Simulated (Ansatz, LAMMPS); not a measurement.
**A faulty run on glassy 50P2O5-25K2O-25CaO (mol %) (76 atoms)**

Program: Ansatz 0.2.0. The cell: 16 P, 8 K, 4 Ca and 48 O.

The input, input.yaml:

```yaml
crystal:
  lattice:
    - [10.40673, 0.0, 0.0]
    - [0.0, 10.40673, 0.0]
    - [0.0, 0.0, 10.40673]
  atoms:
    - { symbol: P, position: [0.44817, 0.93111, 0.46371] }
    - { symbol: P, position: [0.95736, 0.11389, 0.97591] }
    - { symbol: P, position: [0.61238, 0.31516, 0.26203] }
    - { symbol: P, position: [0.08182, 0.11351, 0.70637] }
    - { symbol: P, position: [0.28602, 0.06915, 0.10609] }
    - { symbol: P, position: [0.21205, 0.43439, 0.4123] }
    - { symbol: P, position: [0.67417, 0.57676, 0.39754] }
    - { symbol: P, position: [0.56873, 0.43843, 0.99273] }
    - { symbol: P, position: [0.75054, 0.95766, 0.45932] }
    - { symbol: P, position: [0.56895, 0.06693, 0.08249] }
    - { symbol: P, position: [0.36724, 0.81691, 0.73974] }
    - { symbol: P, position: [0.0135, 0.55838, 0.7957] }
    - { symbol: P, position: [0.87592, 0.65745, 0.18326] }
    - { symbol: P, position: [0.81453, 0.34769, 0.857] }
    - { symbol: P, position: [0.77874, 0.87826, 0.00765] }
    - { symbol: P, position: [0.415, 0.23059, 0.47626] }
    - { symbol: K, position: [0.1777, 0.70639, 0.04359] }
    - { symbol: K, position: [0.63818, 0.06401, 0.73829] }
    [... 52 atom lines left out ...]
    - { symbol: O, position: [0.22241, 0.12418, 0.70905] }
    - { symbol: O, position: [0.79299, 0.86031, 0.56169] }
    - { symbol: O, position: [0.8824, 0.99056, 0.00257] }
    - { symbol: O, position: [0.7035, 0.41092, 0.92599] }
    - { symbol: O, position: [0.01845, 0.16242, 0.09522] }
    - { symbol: O, position: [0.02697, 0.09122, 0.8427] }
kpoints:
  mp_grid: { grid: [1, 1, 1] }
hamiltonian:
  xc: pbe
scf:
  occupations: { method: fermi_dirac, width: 0.05 }
  eigensolver: { kind: { support_functions: { accuracy: medium, radius: 3.18 } } }
  max_iter: 150
output:
  forces: true
  eigenvalues: true
```

Command:

```console
> ansatz run input.yaml --threads 4 --pin off --max-ram 8192MiB --backend cpu --events-out ev --progress --plain --runs-dir out
```

The program printed:

```text
Warning: scf.eigensolver.kind.support_functions: disabling space-group detection — the functions' gradient is summed over unrotated k-points, so no spatial operation reduces the k-mesh or symmetrises the density; time reversal is kept, so that k and −k are solved as one point where they differ and the mesh holds both, and exact exchange and, on two spinor components, a DFT+U term hold to it where the run has them: [...]
Warning: basis.ecutwfc = 464 eV, auto-derived: no grid that the accuracy of the support functions lays serves the files at the lower one that their records recommend; a deck with other species or settings can derive another value
settings of this run that can trade accuracy for cost: scf.eigensolver.kind.support_functions [...]
Engine: ansatz 0.2.0, aarch64-unknown-linux-gnu
Pseudopotentials: kind: paw
Pseudopotential: P, paw, valence charge 5, recommended cutoff 420 eV (normal), P.paw.azcp
Pseudopotential: K, paw, valence charge 9, recommended cutoff 420 eV (normal), K.paw.azcp
Pseudopotential: Ca, paw, valence charge 10, recommended cutoff 420 eV (normal), Ca.paw.azcp
Pseudopotential: O, paw, valence charge 6, recommended cutoff 420 eV (normal), O.paw.azcp
[... 5 lines on functional and potentials left out ...]
Error: SCF: the radius of support functions is under 3.56 Å, the least for these sites at the functions' level (scf.eigensolver.kind.support_functions.accuracy). Use scf.eigensolver.kind: auto, or type scf.eigensolver.kind.support_functions.radius at least as long, [...]
```

It took 5.5 s on 4 threads of Arm Neoverse V2, shared host; peak memory 0.29 GiB.

Q: Name the fault and the fix.

A radius under the least that the level allows: support_functions.radius = 3.18.

The fix is to use a longer radius.

The run ended with an error.

[Long decimals in the printed logs are rounded to 6 places.]

[Logs are printed without paths, hosts, clocks, repeated set-up lines and the standing remarks that a program may print on its own settings, such as how far it seeks lower states.]

[Hosts, paths, dates, database ids (printed as entryN), source tags and the programs' standing remarks are cut or masked in the printed files.]
